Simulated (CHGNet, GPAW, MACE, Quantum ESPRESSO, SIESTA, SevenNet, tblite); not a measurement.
# GPAW runs on (16,0) blue phosphorene nanotube (64 atoms), part 2 of 2

Wanted: GPAW inputs and outputs for (16,0) blue phosphorene nanotube (64 atoms), checked against a plane-wave reference.

Program: GPAW 26.7.0; the method stands at each step. Banners, paths, timers and routine set-up lines are dropped from the logs unmarked, and long logs keep their key lines alone; longer cuts are marked.

So far. Step 3 (PBE, LCAO dzp, h 0.15 Å): Against the first run (31 %), the force difference from the reference is 31 %, at 1.8 times the CPU time: the change moves forces by 4.2 meV/Å r.m.s., so most of the difference comes from elsewhere. Step 4 (PBE, LCAO szp(dzp), h 0.2 Å): Against the first run (31 %), the force difference from the reference is 120 %, at 0.85 times the CPU time, with 576 basis functions against 832: the smaller basis costs accuracy.

### 5. PBE, LCAO dzp, h 0.2 Å, other mixer settings

Method: Kohn-Sham DFT, PBE, PAW, atomic orbitals (dzp).

File run.py:

```python
import numpy as np
from ase.io import read
from gpaw import GPAW, FermiDirac, Mixer

atoms = read("structure.xyz")
atoms.calc = GPAW(
    mode="lcao",
    basis="dzp",
    h=0.2,
    xc="PBE",
    kpts={"size": (1, 1, 1), "gamma": True},
    occupations=FermiDirac(0.05),
    mixer=Mixer(0.03, 7, 100),
    maxiter=200,
    symmetry={"point_group": False},
    txt="gpaw.txt",
)
energy = atoms.get_potential_energy(force_consistent=True)
forces = atoms.get_forces()
print(f"energy {energy:.6f} eV")
print("forces (eV/A)")
for i, (a, f) in enumerate(zip(atoms, forces)):
    print(f"{i:4d} {a.symbol:2s} {f[0]:10.5f} {f[1]:10.5f} {f[2]:10.5f}")
print(f"Fermi level {atoms.calc.get_fermi_level():.4f} eV")
for k in range(len(atoms.calc.get_ibz_k_points())):
    for s in range(atoms.calc.get_number_of_spins()):
        e = atoms.calc.get_eigenvalues(kpt=k, spin=s)
        n = np.searchsorted(e, atoms.calc.get_fermi_level())
        print(f"k {k} spin {s} levels about the Fermi level:", np.round(e[max(n - 6, 0):n], 4).tolist(), "|", np.round(e[n:n + 6], 4).tolist())
```

File structure.xyz:

```xyz
64
Lattice="26.94490 0.00000 0.00000 0.00000 26.94490 0.00000 0.00000 0.00000 5.68113" Properties=species:S:1:pos:R:3 pbc="T T T"
[... 64 atom lines left out: the same atoms as in the first run ...]
```

Launch:

```
$ OMP_NUM_THREADS=1 python run.py > output.txt
```

What it wrote:

```text
energy -326.362519 eV
forces (eV/A)
   0 P     0.97853    0.48614   -0.03576
   1 P    -0.53446   -0.44775    0.45075
   2 P     0.07935    0.49510    0.53300
   3 P    -0.03814   -1.23855   -1.20038
   4 P     0.87213    0.88918   -0.35688
   5 P     0.28890   -0.41361   -0.56268
   6 P     1.19214    1.42674    1.97358
   7 P    -1.01143   -0.90182   -0.93600
   8 P     0.78725    0.20310    0.76060
   9 P    -0.37129   -0.12323   -0.97594
  10 P     1.13983    1.37851    1.13041
  11 P    -1.18323   -0.99475   -2.01966
  12 P     1.13718    0.91123    0.51969
  13 P    -1.07703    0.02473   -0.58328
  14 P     0.34113    1.12879    1.82522
  15 P     1.51776   -1.40989   -1.89515
  16 P     0.56433    0.08092    0.76348
  17 P    -0.35247    0.04037   -0.78363
  18 P    -1.63942    2.14513    1.48494
  19 P    -0.15409   -1.01667   -1.45568
  20 P    -0.42553   -0.10565    0.40638
  21 P     1.04044    0.17486    0.20483
  22 P    -0.44137    0.22164    0.49974
  23 P     0.22560   -0.00672   -0.12389
[...]
56 P    -0.88462    0.25709    0.70594
  57 P     0.00217   -0.08110   -0.80466
  58 P     0.30419    0.05975   -0.38649
  59 P    -0.35031   -0.79878   -0.18764
  60 P     0.61474   -0.44243   -0.16680
  61 P    -0.32419    0.23444    0.20435
  62 P     0.50151   -0.13510    0.25479
  63 P    -0.80904   -0.28510   -0.04981
Fermi level -1.4188 eV
k 0 spin 0 levels about the Fermi level: [-2.6266, -2.5605, -2.537, -2.4909, -2.4443, -2.3463] | [-0.4778, -0.4239, -0.3892, -0.3347, -0.3265, -0.2253]
```

gpaw.txt:

```text
Input parameters:
  mode=LCAO(),
  basis={'default': 'dzp'},
  h=0.2,
  kpts=MonkhorstPack(size=(1, 1, 1), gamma=True),
  maxiter=200,
  mixer=Pulay(name='pulay', nmaxold=7, beta=0.03, weight=100, sigma=0.015, g_ss=None),
  occupations=Occupations(name='fermi-dirac', width=0.05, fixmagmom=False),
  symmetry=Symmetry(point_group=False),
  xc=XC(name='PBE')
Unit cell  # Å
[... lines left out ...]
  Fermi-Dirac:
[... lines left out ...]
convergence criteria:
- Maximum [total energy] change in last 3 cyles: 0.0005 eV / valence electron
[... lines left out ...]
Converged in 13 steps
[... lines left out ...]
  Free energy:    -326.362519
  Extrapolated:   -326.362519
dipole moment: (-0.054993, -0.059193, 2.429001)  # |e|*Ang
Fermi level: -1.419
Eigenvalues  # (at kpt = [0.000, 0.000, 0.000])
| band index |      eig [eV] | occ [0-2] |
|------------|---------------|-----------|
|          0 |       -17.056 |     2.000 |
|        ... |               |           |
|        152 |        -2.713 |     2.000 |
|        153 |        -2.677 |     2.000 |
[...]
|        167 |        -0.056 |     0.000 |
|        ... |               |           |
|        195 |         1.237 |     0.000 |
Gap: 1.869 eV
Transition (v -> c):
  (s=0, k=0, n=159, [0.00, 0.00, 0.00]) -> (s=0, k=0, n=160, [0.00, 0.00, 0.00])
No difference between direct/indirect transitions
Force computation time: 6.238  # s
timing:  # [seconds]
  Total:  73.043  # ━━━━━━━━━━━━━━━━━━━━━━━━━━━━━━━━━━━━━━━━━━━━━━━━━━━━━━━━━
  Init:    9.411  # ━━━━━━━╸
  SCF:    57.373  # ━━━━━━━━━━━━━━━━━━━━━━━━━━━━━━━━━━━━━━━━━━━━━
  Forces:  6.238  # ━━━━━
```

Wall time 74 s (1 thread of Arm Neoverse V2, shared host); peak memory 1.6 GiB.

Against the reference:

* r.m.s. force component: 0.7928 eV/Å
* r.m.s. difference of force components: 219.4 meV/Å
* longest difference of force vectors: 517.7 meV/Å
* force difference over r.m.s. force: 31.34 %
* slope of forces against the reference's: 1.092
* correlation of force components: 0.9643
* gap (highest filled to lowest empty level): 1.869 eV
* gap difference: 0.143 eV
* energy less the same-level run's: 0 meV/atom
* r.m.s. force difference from the same-level run: 3.621 meV/Å

This run lies far from the reference in forces at the same functional.

Against the first run (31 %), the force difference from the reference is 31 %, at 1.2 times the CPU time: another solver or mixer reaches the same state.

### 6. PBE, LCAO sz(dzp), h 0.2 Å

Method: Kohn-Sham DFT, PBE, PAW, atomic orbitals (sz(dzp)).

run.py, as its differences from that of step 5:

```diff
@@ -2,3 +2,3 @@
 from ase.io import read
-from gpaw import GPAW, FermiDirac, Mixer
+from gpaw import GPAW, FermiDirac
 
@@ -7,3 +7,3 @@
     mode="lcao",
-    basis="dzp",
+    basis="sz(dzp)",
     h=0.2,
@@ -12,3 +12,2 @@
     occupations=FermiDirac(0.05),
-    mixer=Mixer(0.03, 7, 100),
     maxiter=200,
```

structure.xyz is that of step 5.

What it wrote:

```text
energy -240.657710 eV
forces (eV/A)
   0 P     5.20735    0.76018   -0.13342
   1 P    -3.95294   -1.22409    0.84340
   2 P     3.56070    1.98142    0.85520
   3 P    -2.23886   -3.72232   -1.58323
   4 P     4.94496    2.01798   -0.65256
   5 P    -2.35777   -1.92695   -0.80266
   6 P     4.16001    4.55304    3.00407
   7 P    -3.27156   -3.56942   -1.16820
   8 P     4.34871    2.45224    1.05512
   9 P    -2.64185   -2.22134   -1.57919
  10 P     3.29065    5.48406    1.66037
  11 P    -2.26792   -4.26233   -2.80655
[...]
59 P    -3.68504   -0.75828   -0.27964
  60 P     4.22644   -2.69068   -0.31795
  61 P    -3.50272    1.60140    0.30314
  62 P     4.30868   -1.02135    0.42392
  63 P    -4.26341   -0.39845   -0.13033
Fermi level -1.5556 eV
k 0 spin 0 levels about the Fermi level: [-2.8425, -2.8236, -2.7782, -2.7151, -2.6642, -2.5486] | [-0.5503, -0.499, -0.4259, -0.3756, -0.2821, -0.2434]
```

gpaw.txt:

```text
Input parameters:
  mode=LCAO(),
  basis={'default': 'sz(dzp)'},
  h=0.2,
  kpts=MonkhorstPack(size=(1, 1, 1), gamma=True),
  maxiter=200,
  occupations=Occupations(name='fermi-dirac', width=0.05, fixmagmom=False),
  symmetry=Symmetry(point_group=False),
  xc=XC(name='PBE')
[... lines left out ...]
  Fermi-Dirac:
[... lines left out ...]
convergence criteria:
- Maximum [total energy] change in last 3 cyles: 0.0005 eV / valence electron
[... lines left out ...]
Converged in 10 steps
[... lines left out ...]
  Free energy:    -240.657710
[... lines left out ...]
Fermi level: -1.556
[... lines left out ...]
|          0 |       -18.907 |     2.000 |
|        ... |               |           |
|        152 |        -2.920 |     2.000 |
|        153 |        -2.883 |     2.000 |
[...]
|        167 |        -0.104 |     0.000 |
|        ... |               |           |
|        195 |         0.846 |     0.000 |
Gap: 1.998 eV
Transition (v -> c):
  (s=0, k=0, n=159, [0.00, 0.00, 0.00]) -> (s=0, k=0, n=160, [0.00, 0.00, 0.00])
No difference between direct/indirect transitions
Force computation time: 1.755  # s
timing:  # [seconds]
  Total:  32.994  # ━━━━━━━━━━━━━━━━━━━━━━━━━━━━━━━━━━━━━━━━━━━━━━━━━━━━━━━━━
  Init:    8.763  # ━━━━━━━━━━━━━━━
  SCF:    22.453  # ━━━━━━━━━━━━━━━━━━━━━━━━━━━━━━━━━━━━━━━
  Forces:  1.755  # ━━━
```

Wall time 34 s (1 thread); peak memory 1.6 GiB.

Numbers from this run, and their distance from the reference:

```
r.m.s. force component                           : 2.692 eV/Å
r.m.s. difference of force components            : 2387 meV/Å
longest difference of force vectors              : 5605 meV/Å
force difference over r.m.s. force               : 340.8 %
slope of forces against the reference's          : 2.083
correlation of force components                  : 0.5417
gap (highest filled to lowest empty level) : 1.998 eV
gap difference                                   : 0.2728 eV
```

This is a coarse setting, run to see what it loses.

Against the first run (31 %), the force difference from the reference is 341 %, at 0.55 times the CPU time, with 256 basis functions against 832: the smaller basis costs accuracy.

### 7. The ladder

Differences are against the plane-wave reference, forces as r.m.s. over components; share is that over the reference's r.m.s. force, slope the least-squares factor from reference forces to these. Total energies of different programs have different zeros and aren't compared.

| run | Δ force, r.m.s. (meV/Å) | share (%) | slope | Δ gap (eV) | cores | CPU time | memory (GiB) |
| --- | --- | --- | --- | --- | --- | --- | --- |
| reference | - | - | - | - | 8 | 30 min | 12 |
| GPAW PBE, LCAO dzp, h 0.2 Å | 218 | 31.2 | 1.094 | 0.143 | 1 | 62 s | 1.9 |
| GPAW PBE, LCAO dzp, h 0.15 Å | 219 | 31.3 | 1.094 | 0.143 | 1 | 1.9 min | 4.0 |
| GPAW PBE, LCAO szp(dzp), h 0.2 Å (coarse) | 843 | 120 | 1.361 | 0.104 | 1 | 52 s | 1.8 |
| GPAW PBE, LCAO dzp, h 0.2 Å, other mixer settings | 219 | 31.3 | 1.092 | 0.143 | 1 | 74 s | 1.6 |
| GPAW PBE, LCAO sz(dzp), h 0.2 Å (coarse) | 2387 | 341 | 2.083 | 0.273 | 1 | 34 s | 1.6 |

Rows marked coarse were listed beforehand as settings not expected to be converged; some can still land near the reference.

CPU time is summed over cores on a shared host, where runs went side by side, so it is rough. Symmetry, cutoffs, thresholds, outputs and thread counts weren't matched or tuned between programs; memory under MPI is the largest rank's times the ranks.

Within one program, basis, potentials and functional, energies share a zero. Each run against its twin at the usual cutoff or grid and solver:

| run | twin | Δ energy (meV/atom) | Δ force, r.m.s. (meV/Å) | CPU time over the twin's |
| --- | --- | --- | --- | --- |
| GPAW PBE, LCAO dzp, h 0.15 Å | LCAO dzp, h 0.2 Å | -6.89 | 4.19 | 1.8 |
| GPAW PBE, LCAO dzp, h 0.2 Å, other mixer settings | LCAO dzp, h 0.2 Å | 0 | 3.62 | 1.2 |

A second geometry, displaced anew (every atom was moved at random, 0.04 Å r.m.s. a Cartesian component), gives an energy difference that all programs can be tested on. The reference puts it at 8.677 meV/atom.

| run | energy less the first geometry's (meV/atom) | error (meV/atom) | force share at the second geometry (%) |
| --- | --- | --- | --- |
| GPAW PBE, LCAO dzp, h 0.2 Å | 11.55 | 2.87 | 28.3 |
| GPAW PBE, LCAO dzp, h 0.15 Å | 11.57 | 2.89 | 28.3 |
| GPAW PBE, LCAO szp(dzp), h 0.2 Å | 19.45 | 10.8 | 108 |
| GPAW PBE, LCAO dzp, h 0.2 Å, other mixer settings | 11.55 | 2.87 | 28.1 |
| GPAW PBE, LCAO sz(dzp), h 0.2 Å | 37.11 | 28.4 | 303 |

### 8. Outcome

```
nearest in forces : a tie at 31 % of 3 runs: GPAW PBE, LCAO dzp, h 0.2 Å; GPAW PBE, LCAO dzp, h 0.15 Å; GPAW PBE, LCAO dzp, h 0.2 Å, other mixer settings
```

The PBE runs in local orbitals, coarse settings apart, differ by 31 % in each run; basis, grid and potentials can all enter. Runs with settings chosen to be coarse differ by 120 % (GPAW PBE, LCAO szp(dzp), h 0.2 Å) to 341 % (GPAW PBE, LCAO sz(dzp), h 0.2 Å), their programs' other errors included. Of the electronic-structure runs that take under half the reference's CPU time, GPAW PBE, LCAO dzp, h 0.2 Å is among the nearest, at 31 % in 62 s against 30 min. At the same functional, gaps differ from the reference's 1.73 eV by between +0.10 and +0.27 eV. These are spacings on the run's k-points, which needn't hold the band edges. The energy difference between the two geometries, 8.68 meV/atom in the reference, is met best by GPAW PBE, LCAO dzp, h 0.2 Å (+2.87), GPAW PBE, LCAO dzp, h 0.15 Å (+2.89) and GPAW PBE, LCAO dzp, h 0.2 Å, other mixer settings (+2.87) and worst by GPAW PBE, LCAO sz(dzp), h 0.2 Å (coarse) (+28.4). The cell is under 6 Å thick along one periodic direction, so every atom has periodic images of itself close by, which move with it and show among its neighbours and in g(r). The electronic-structure runs sample only Γ, in a cell whose periodic width is 6 Å.

[Also dropped from logs without a mark: logging warnings of Python, and SIESTA's first energy breakdown and zero terms.]

[Logs are printed without paths, hosts, clocks, repeated set-up lines and the standing remarks that a program may print on its own settings, such as how far it seeks lower states.]

[Hosts, paths, dates, database ids (printed as entryN), source tags and the programs' standing remarks are cut or masked in the printed files.]
